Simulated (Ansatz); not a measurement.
# NMR shift of metallic Si2W from a Zeeman field

Wanted: spin susceptibility and spin part of the Knight shift of Si2W, from the response to a Zeeman field.

Method: DFT, PBE, plane-wave PAW, default files (PAW set soft_2), collinear spin, scalar-relativistic, in Ansatz 0.2.0.

### 1. The starting structure

Symmetry: I4/mmm, No. 139, tetragonal system. Conventional cell: a = 3.214 Å, b = 3.214 Å, c = 7.830 Å, α = 90.00°, β = 90.00°, γ = 90.00°. Nearest to W lie 10 Si at 2.62 Å. Nearest to Si lie 5 Si at 2.59 to 2.63 Å and 5 W at 2.62 Å. Farther neighbours are not listed.

Coordinates:

```cif
data_structure
_symmetry_space_group_name_H-M 'I4/mmm'
_symmetry_Int_Tables_number 139
_cell_length_a 3.2138
_cell_length_b 3.2138
_cell_length_c 7.8299
_cell_angle_alpha 90.000
_cell_angle_beta 90.000
_cell_angle_gamma 90.000
_cell_volume 80.87
loop_
_atom_site_label
_atom_site_type_symbol
_atom_site_symmetry_multiplicity
_atom_site_Wyckoff_symbol
_atom_site_fract_x
_atom_site_fract_y
_atom_site_fract_z
_atom_site_occupancy
W1 W 2 a 0.00000 0.00000 0.00000 1
Si1 Si 4 e 0.50000 0.50000 0.16530 1
```

The cell is an entry of the Crystallography Open Database; it need not be the form that is stable at ambient conditions.

### 2. Applying a field to the spins

A field acting on the spins alone polarises the electrons at the Fermi level, and through exchange the cores. The spin density that this leaves at a nucleus gives the contact field (2μ₀/3) μB ρ_s, and its ratio to B is the isotropic contact shift K; the spin-dipolar anisotropy is not included. The field, 400 T, is far above laboratory fields so that the moment stands clear of numerical noise; it splits the spins by 46 meV, against a smearing of 50 meV. The net moment comes from states near the Fermi level, so the mesh must be dense.

File input.yaml:

```yaml
crystal:
  lattice:
    - [-1.6069, 1.6069, 3.91495]
    - [1.6069, -1.6069, 3.91495]
    - [1.6069, 1.6069, -3.91495]
  atoms:
    - { symbol: W, position: [0.0, 0.0, 0.0] }
    - { symbol: Si, position: [0.6653, 0.6653, 0.0] }
    - { symbol: Si, position: [0.3347, 0.3347, 0.0] }
kpoints:
  mp_grid: { grid: [19, 19, 19] }
scf:
  lower_state_search: "off"
  occupations: { method: fermi_dirac, width: 0.05 }
  convergence: { dr2_threshold: 1.0e-10 }
hamiltonian:
  xc: pbe
output:
  efg: { contact_densities: true }
  forces: true
  dos: { de: 0.02 }
  write_density: true
  write_potential: true
  elf: true
  volumetric_format: npy
magnetization:
  spin_polarized: true
  magnetic_field: 400
```

Run with:

```sh
ansatz run input.yaml --threads 2 --pin off --max-ram 4096MiB --backend cpu --events-out ev --progress --plain --runs-dir out
```

Numbers of over 12 decimals in the logs are rounded to 6 here.

What it wrote:

```text
[a pick of lines, long numbers rounded; other set-up, energy and force rows are left out]
Functional definition: PBE
Basis set: ecut = 420 eV, 793 PW (Γ), exchange–correlation on 64×64×64 points (8 copies of the dense FFT grid, shifted against one another)
Symmetry: 16 space group operations
k-points: 550 of 6859
SCF iter   1: F=—  HF=-11657.731417 eV  |F-HF|=—  |Δ(HF+E_count)|=         —  Δρ=2.48e-2 (↑2.48e-2 ↓2.48e-2)  dr2=1.02e0  dr2_m=4.61e-6  M=0.007 μB ∫|m|=0.007 μB  β_m=1.00  ethr=3.10e-3  ⟨swp⟩=5.4  Hψ=106006  notcnv=0  defer=17
preconditioner: auto → Kerker (q_TF=auto, 2.465 Å⁻¹)  [metal: Δε(μ)=0.012 eV  Ē_g=9.368 eV  σ=0.050 eV  W_gap=0.06  n_scr=10 (ndim 8)  ℏωp=21.8 eV  f_vac=0.000  D(μ)=0.29/eV (n_scr^D=0)]
SCF iter   2: F=—  HF=-11656.614000 eV  |F-HF|=—  |Δ(HF+E_count)|=    1.12e0  Δρ=2.90e-2 (↑1.85e-2 ↓2.90e-2)  dr2=4.99e-1  dr2_m=1.11e-1  M=1.091 μB ∫|m|=1.091 μB  ethr=3.10e-3  ⟨swp⟩=2.0  Hψ=31592  notcnv=0  defer=938
SCF iter   3: F=—  HF=-11657.467064 eV  |F-HF|=—  |Δ(HF+E_count)|=         —  Δρ=2.69e-2 (↑2.69e-2 ↓1.93e-2)  dr2=4.20e-1  dr2_m=9.18e-2  M=0.065 μB ∫|m|=0.112 μB  β_m=0.30  ethr=2.27e-3  ⟨swp⟩=1.0  Hψ=17416  notcnv=0  defer=1121
SCF iter   4: F=—  HF=-11657.451614 eV  |F-HF|=—  |Δ(HF+E_count)|=   1.55e-2  Δρ=1.92e-2 (↑1.92e-2 ↓1.48e-2)  dr2=1.96e-1  dr2_m=4.89e-2  M=0.041 μB ∫|m|=0.081 μB  β_m=0.30  ethr=1.91e-3  ⟨swp⟩=2.0  Hψ=21074  notcnv=0  defer=1195
SCF iter   5: F=—  HF=-11657.463794 eV  |F-HF|=—  |Δ(HF+E_count)|=         —  Δρ=4.61e-3 (↑4.61e-3 ↓4.59e-3)  dr2=3.79e-2  dr2_m=2.27e-6  M=0.005 μB ∫|m|=0.005 μB  β_m=1.00  ethr=8.90e-4  ⟨swp⟩=5.4  Hψ=79993  notcnv=0  defer=296
SCF iter   6: F=—  HF=-11657.460079 eV  |F-HF|=—  |Δ(HF+E_count)|=   3.71e-3  Δρ=3.41e-3 (↑3.41e-3 ↓3.40e-3)  dr2=1.85e-2  dr2_m=3.65e-8  M=0.005 μB ∫|m|=0.005 μB  β_m=0.30  ethr=1.72e-4  ⟨swp⟩=1.0  Hψ=27500  notcnv=0  defer=1206
SCF iter   7: F=—  HF=-11657.456621 eV  |F-HF|=—  |Δ(HF+E_count)|=   3.46e-3  Δρ=1.07e-3 (↑1.06e-3 ↓1.07e-3)  dr2=1.61e-3  dr2_m=5.05e-8  M=0.005 μB ∫|m|=0.005 μB  β_m=0.30  ethr=8.42e-5  ⟨swp⟩=2.5  Hψ=27816  notcnv=0  defer=1206
SCF iter   8: F=—  HF=-11657.456130 eV  |F-HF|=—  |Δ(HF+E_count)|=   4.92e-4  Δρ=1.09e-4 (↑1.09e-4 ↓1.09e-4)  dr2=1.20e-5  dr2_m=2.62e-8  M=0.005 μB ∫|m|=0.005 μB  β_m=0.30  ethr=7.33e-6  ⟨swp⟩=2.7  Hψ=28290  notcnv=0  defer=1206
SCF iter   9: F=—  HF=-11657.456125 eV  |F-HF|=—  |Δ(HF+E_count)|=   5.02e-6  Δρ=7.77e-5 (↑7.72e-5 ↓7.77e-5)  dr2=4.10e-6  dr2_m=1.64e-8  M=0.005 μB ∫|m|=0.005 μB  β_m=0.30  ethr=5.45e-8  ⟨swp⟩=1.4  Hψ=19617  notcnv=0  defer=1206
SCF iter  10: F=—  HF=-11657.456125 eV  |F-HF|=—  |Δ(HF+E_count)|=   1.57e-7  Δρ=5.92e-5 (↑5.84e-5 ↓5.92e-5)  dr2=2.43e-6  dr2_m=1.02e-8  M=0.005 μB ∫|m|=0.005 μB  β_m=0.65  ethr=1.86e-8  ⟨swp⟩=1.0  Hψ=17381  notcnv=0  defer=1206
SCF iter  11: F=—  HF=-11657.456125 eV  |F-HF|=—  |Δ(HF+E_count)|=   3.88e-7  Δρ=4.62e-6 (↑4.46e-6 ↓4.62e-6)  dr2=2.56e-8  dr2_m=1.62e-10  M=0.005 μB ∫|m|=0.005 μB  β_m=0.74  ethr=1.10e-8  ⟨swp⟩=2.1  Hψ=25109  notcnv=0  defer=1206
SCF iter  12: F=—  HF=-11657.456125 eV  |F-HF|=—  |Δ(HF+E_count)|=   7.50e-9  Δρ=1.87e-6 (↑1.87e-6 ↓1.77e-6)  dr2=5.37e-9  dr2_m=2.33e-11  M=0.005 μB ∫|m|=0.005 μB  β_m=0.87  ethr=1.16e-10  ⟨swp⟩=2.2  Hψ=26581  notcnv=0  defer=1206
SCF iter  13: F=—  HF=-11657.456125 eV  |F-HF|=—  |Δ(HF+E_count)|=  2.06e-10  Δρ=3.21e-7 (↑3.12e-7 ↓3.21e-7)  dr2=1.80e-10  dr2_m=1.42e-13  M=0.005 μB ∫|m|=0.005 μB  β_m=0.94  ethr=2.44e-11  ⟨swp⟩=2.3  Hψ=24340  notcnv=0  defer=1206
SCF iter  14: F=-11657.456125 eV  HF=-11657.456125 eV  |F-HF|=1.82e-12  |Δ(HF+E_count)|=  3.64e-11  Δρ=7.02e-8 (↑7.02e-8 ↓6.94e-8)  dr2=6.19e-12  dr2_m=8.53e-15  M=0.005 μB ∫|m|=0.005 μB  β_m=0.97  ethr=1.00e-12  ⟨swp⟩=9.7  Hψ=92288  notcnv=0
SCF iter  15: F=-11657.456125 eV  HF=-11657.456125 eV  |F-HF|=0.00e0  |Δ(HF+E_count)|=    0.00e0  Δρ=7.78e-9 (↑7.26e-9 ↓7.78e-9)  dr2=6.71e-14  dr2_m=5.62e-16  M=0.005 μB ∫|m|=0.005 μB  ethr=1.00e-12  ⟨swp⟩=3.6  Hψ=61501  notcnv=0
SCF converged after 15 iterations
Magnetization: 0.0050 μB (11.0025 up, 10.9975 down)
Absolute magnetization: 0.0051 μB (∫|ρ↑−ρ↓|, with the PAW one-centre terms)
Per-site moments (μB) at R_I (Å): [(0.00256842, 1.078782), (0.000502421, 1.06778303775), (0.000502421, 1.06778303775)]
Free energy (F): -11657.456125 eV
Fermi energy:    16.743567 eV
--- Forces (eV/Å), atoms counted from 1 ---
--- PAW observables at the nuclei: V_zz in 10²¹ V/m², potentials from the cell's mean, atoms counted from 1 ---
  atom   1  W  V_zz =   -16.697377   η = 0.0000   by run symmetry: allowed
            electrostatic potential = -14813.103737 V   contact ρ = 8821964.151009 e/Å³   contact ρ_s (e/Å³): all electrons -0.018430, valence -0.019111
  atom   2  Si V_zz =    -0.917633   η = 0.0000   by run symmetry: allowed
            electrostatic potential = -1370.482303 V   contact ρ = 12810.111919 e/Å³   contact ρ_s (e/Å³): all electrons -0.000360, valence -0.000295
  atom   3  Si V_zz =    -0.917633   η = 0.0000   by run symmetry: allowed
            electrostatic potential = -1370.482303 V   contact ρ = 12810.111919 e/Å³   contact ρ_s (e/Å³): all electrons -0.000360, valence -0.000295
--- Band table (eV; the first three rows and the last of 1100) ---
  k-point 0 ↑: bands = ["-57.0553", "-21.3573", "-21.3336", "-21.3336", "2.6484", "9.8696", "12.9875", "13.3994", "13.8795", "13.8795", "17.3342", "19.4749", "19.6600", "19.7962", "19.7962", "21.3517", "22.4223"]
  k-point 1 ↑: bands = ["-57.0548", "-21.3562", "-21.3394", "-21.3387", "2.7385", "9.9520", "12.6571", "13.4189", "13.6430", "14.2263", "16.8669", "19.3363", "19.8646", "19.8899", "19.9396", "21.3540", "22.5002"]
  k-point 2 ↑: bands = ["-57.0537", "-21.3560", "-21.3534", "-21.3530", "3.0053", "10.1867", "12.1568", "13.0679", "13.4810", "14.7226", "15.8346", "19.1290", "20.0473", "20.0890", "20.5270", "21.2610", "22.8525"]
  k-point 549 ↓: bands = ["-57.0073", "-21.3261", "-21.2925", "-21.2859", "4.9972", "5.7932", "12.8685", "14.0583", "15.8343", "16.0221", "16.1881", "16.2863", "17.6438", "21.3685", "21.7863", "22.8987", "24.0587"]
```

It took 77 s on 2 threads of Arm Neoverse N1, shared host; peak memory 0.83 GiB.

The moment is 0.00504 μB a cell, a spin susceptibility of 2.35 × 10⁻⁶ emu per mole of atoms. With 7.769 T for 1 e/Å³:

```tsv
site	nucleus	contact shift (ppm)	from valence states	rest (mostly cores)
W	183W	-358	-371	13
Si	29Si	-7.0	-5.7	-1.3
```

The split depends on the files: semicore shells that they treat as valence count in the first part.

### 3. Is the response linear?

The shift is a ratio that holds only while the moment grows in step with the field, so the field is doubled.

input.yaml: that of step 2 with these lines changed.

```diff
@@ -20,9 +20,4 @@
   forces: true
-  dos: { de: 0.02 }
-  write_density: true
-  write_potential: true
-  elf: true
-  volumetric_format: npy
 magnetization:
   spin_polarized: true
-  magnetic_field: 400
+  magnetic_field: 800
```

What it wrote:

```text
[a pick of lines, long numbers rounded; other set-up, energy and force rows are left out]
[...]
Basis set: ecut = 420 eV, 793 PW (Γ), exchange–correlation on 64×64×64 points (8 copies of the dense FFT grid, shifted against one another)
[... 1 set-up line as in the run before ...]
k-points: 550 of 6859
[...]
SCF converged after 13 iterations
Magnetization: 0.0102 μB (11.0051 up, 10.9949 down)
Absolute magnetization: 0.0103 μB (∫|ρ↑−ρ↓|, with the PAW one-centre terms)
Per-site moments (μB) at R_I (Å): [(0.00522482, 1.078782), (0.00100745, 1.06778303775), (0.00100745, 1.06778303775)]
Free energy (F): -11657.456302 eV
Fermi energy:    16.743014 eV
--- Forces (eV/Å), atoms counted from 1 ---
[...]
atom   1  W  V_zz =   -16.703969   η = 0.0000   by run symmetry: allowed
[...]
atom   2  Si V_zz =    -0.917377   η = 0.0000   by run symmetry: allowed
[...]
atom   3  Si V_zz =    -0.917377   η = 0.0000   by run symmetry: allowed
[...]
```

Elapsed: 57 s, on 2 threads; peak memory 0.84 GiB.

The moment goes from 0.00504 to 0.0102 μB, a factor of 2.02, and the shift of W from -358 to -361 ppm. The response is linear on all sites, to 3 % of the larger of shift and valence part or 3 ppm; the largest move is -3 ppm, on W.

### 4. How settled the numbers are

Each row names what differs in the settings from the first run, the PAW files staying the same unless named (PBE, default files (PAW set soft_2), mesh 19×19×19, fermi dirac smearing of 0.05 eV, cutoff 420 eV, 400 T). Shifts in ppm; times on 2 threads of Arm Neoverse N1, shared host.

```tsv
run	time	χ_s (10⁻⁶ emu/mol)	W	Si
first run	77 s	2.35	-358	-7.0
volume × 0.960	54 s	2.22	-368	-14
r2SCAN, cutoff 500 eV	3.4 min	1.85	-299	-5.3
fermi dirac 0.1 eV	72 s	3.23	-434	44
```

### 5. Results

- 183W contact shift: -358 ppm
- 29Si contact shift: -7.0 ppm
- spin susceptibility: 2.35 × 10⁻⁶ emu per mole of atoms

The spin part of the Knight shift is -358 ppm on W and -7.0 ppm on Si in the first run. For its size, with shifts under 60 ppm counted as 60, Si moves most with the settings. Widening the smearing to 0.1 eV changes the shift of Si by +51 ppm. No row of the table has a finer mesh on this cell, so the value may still hold a sampling error. Another functional changes the shift of Si by +2 ppm (r2SCAN, with its higher cutoff). Over the rows of this table on the first cell the shift spans -434 to -299 ppm on W and -7.0 to 44 ppm on Si. On Si the runs differ even in sign. 1 further run of this session (failed, refused or on trial settings) is not shown. The orbital shift is left out; on d- and f-block metals such as W it can be large. Spin-orbit coupling is missing.

[Logs are printed without paths, hosts, clocks, repeated set-up lines and the standing remarks that a program may print on its own settings, such as how far it seeks lower states.]

[Hosts, paths, dates, database ids (printed as entryN), source tags and the programs' standing remarks are cut or masked in the printed files.]
